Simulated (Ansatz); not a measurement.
## BN (F-43m): refractive index against wavelength

The refractive index of BN (F-43m) below the direct gap (8.83 eV on the mesh) is read from one computed spectrum, n = √(Re ε).

Symmetry: F-43m, No. 216, cubic system. The conventional cell has a = 3.615 Å, b = 3.615 Å, c = 3.615 Å, α = 90.00°, β = 90.00°, γ = 90.00°. Around N on site c lie 4 B at 1.57 Å. B on site a is surrounded by 4 N at 1.57 Å.

Method: Ansatz 0.2.0, PBE, independent particles, k-mesh 12×12×12 with interpolation inside its cells, Gaussian parameter 0.1 eV.

Launch of the response step: `ansatz run input.yaml --threads 4 --pin off --max-ram 8192MiB --backend cpu --events-out ev --progress --plain --runs-dir out`. The run took 2 s, on 4 threads of AMD EPYC 9R14 (Zen 4) (shared host).

```
wavelength (nm)  photon energy E (eV)       n
            532                 2.331  2.2004
            450                 2.755  2.2133
            405                 3.061       ?
            365                 3.397  2.2379
            308                 4.025  2.2687
            266                 4.661  2.3081
            248                 4.999  2.3330
```

In the single-oscillator model n² − 1 = E₀E_d/(E₀² − E²), so 1/(n² − 1) = E₀/E_d − E²/(E₀E_d) is linear in E².

Working, on the rows shown:

| x = E² (eV²) | y = 1/(n² − 1) |
| --- | --- |
| 5.43137 | 0.260297 |
| 7.59115 | 0.256496 |
| 11.5384 | 0.249489 |
| 16.2043 | 0.241138 |
| 21.7255 | 0.23109 |
| 24.9936 | 0.225079 |

Means: x̄ = 14.581, ȳ = 0.24393. Σ(x − x̄)(y − ȳ) = -0.5471, Σ(x − x̄)² = 303.9. Slope = -0.5471 / 303.9 = -0.0018; intercept = ȳ − slope · x̄ = 0.27018. Turned back into n, the line misses the rows shown by at most 0.00049.

Problem. Fill in the last column of the withheld row.

Solution. At x = 9.3718 the line gives y = 0.25331, that is 2.2244. The run gave 2.2242, so the interpolation is off by 0.00016, 0.1 % of the range in the table.

Refitted with all rows, the slope is -0.001801 and the intercept 0.27019. These give E₀ = √(intercept/−slope) = 12.25 eV and E_d = E₀/intercept = 45.3 eV; E₀ is 1.4 times the direct gap. The electronic limit at long wavelengths, without lattice vibrations, is n = √(1 + 1/intercept) = 2.168. Excitons are left out and so are local fields; PBE gaps are as a rule too small.

[Logs are printed without paths, hosts, clocks, repeated set-up lines and the standing remarks that a program may print on its own settings, such as how far it seeks lower states.]
